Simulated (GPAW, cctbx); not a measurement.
## By hand: from a DFT structure factor to an extinction distance in Cs2AlCuF6

Cs2AlCuF6, Fm-3m (no. 225), a = 8.6138 Å, b = 8.6138 Å, c = 8.6138 Å, α = 90.00°, β = 90.00°, γ = 90.00°.

| atom | mult. | x | y | z |
| --- | --- | --- | --- | --- |
| Cs1 | 8 | 1/4 | 1/4 | 3/4 |
| Cu1 | 4 | 1/2 | 0 | 0 |
| Al1 | 4 | 0 | 0 | 0 |
| F1 | 24 | 0.2167 | 0 | 0 |

The start was made by putting kin elements into a known structure type; the compound need not exist, or be stable, in this form.

A DFT run (GPAW, PBE, 550 eV, 4×4×4 k-points, Fermi–Dirac width 0.05 eV) gives the static X-ray structure factor of 222 as 371.599 e for the conventional cell; superposed free atoms give 366.391 e. **Problem.** Find the Fourier component V of the crystal potential and the two-beam extinction distance at 120 kV in both cases.

**1. Geometry**

The cell volume is Ω = 639.11 Å³ and d(222) = 2.4866 Å, so g = 1/d = 0.4022 Å⁻¹.

**2. The nuclei**

Electrons feel nuclei as well as electrons, so the nuclear charges are summed with the same phases.

Phase sums Σ exp(2πi h·x), turned so that the total is real and positive: Cs +8.000, Cu -4.000, Al -4.000, F +21.923. Then F_Z = 55 × (+8.000) + 29 × (-4.000) + 13 × (-4.000) + 9 × (+21.923) = 469.31 e. The electron term has the same sign for this reflection.

**3. Mott–Bethe**

Poisson's equation, term by term, gives V = (e/4πε₀)(F_Z − F)/(πΩg²), with e/4πε₀ = 14.3996 V Å.

The prefactor is 14.3996 × 2.4866²/(π × 639.11) = 0.04434 V per electron. Free atoms: (469.31 − 366.391) × 0.04434 = 4.564 V. Crystal: (469.31 − 371.599) × 0.04434 = 4.333 V. F changes by +1.42 % and V by -5.1 %: the same 5.21 e is measured against F_Z − F = 102.9 e in place of F = 366.4 e.

**4. Extinction distance**

In the two-beam case ξ = 1/(λU) with U = 2γm₀eV/h², that is ξ = 150.41 V Å²/(γλV).

At 120 kV, λ = 0.03349 Å and γ = 1.2348. Free atoms: ξ = 797 Å. Crystal: ξ = 839 Å. The thickness fringes go as sin²(πt/ξ), so the two patterns slip by a quarter of a period when t|1/ξ₁ − 1/ξ₀| = 1/4, at t ≈ 394 nm. Thermal motion, absorption and many-beam coupling, left out here, change a real pattern.

**5. Answer**

V(222) is 4.33 V against 4.56 V, and ξ is 839 against 797 Å. Limits: static atoms, two beams; no Hubbard U on Cu.
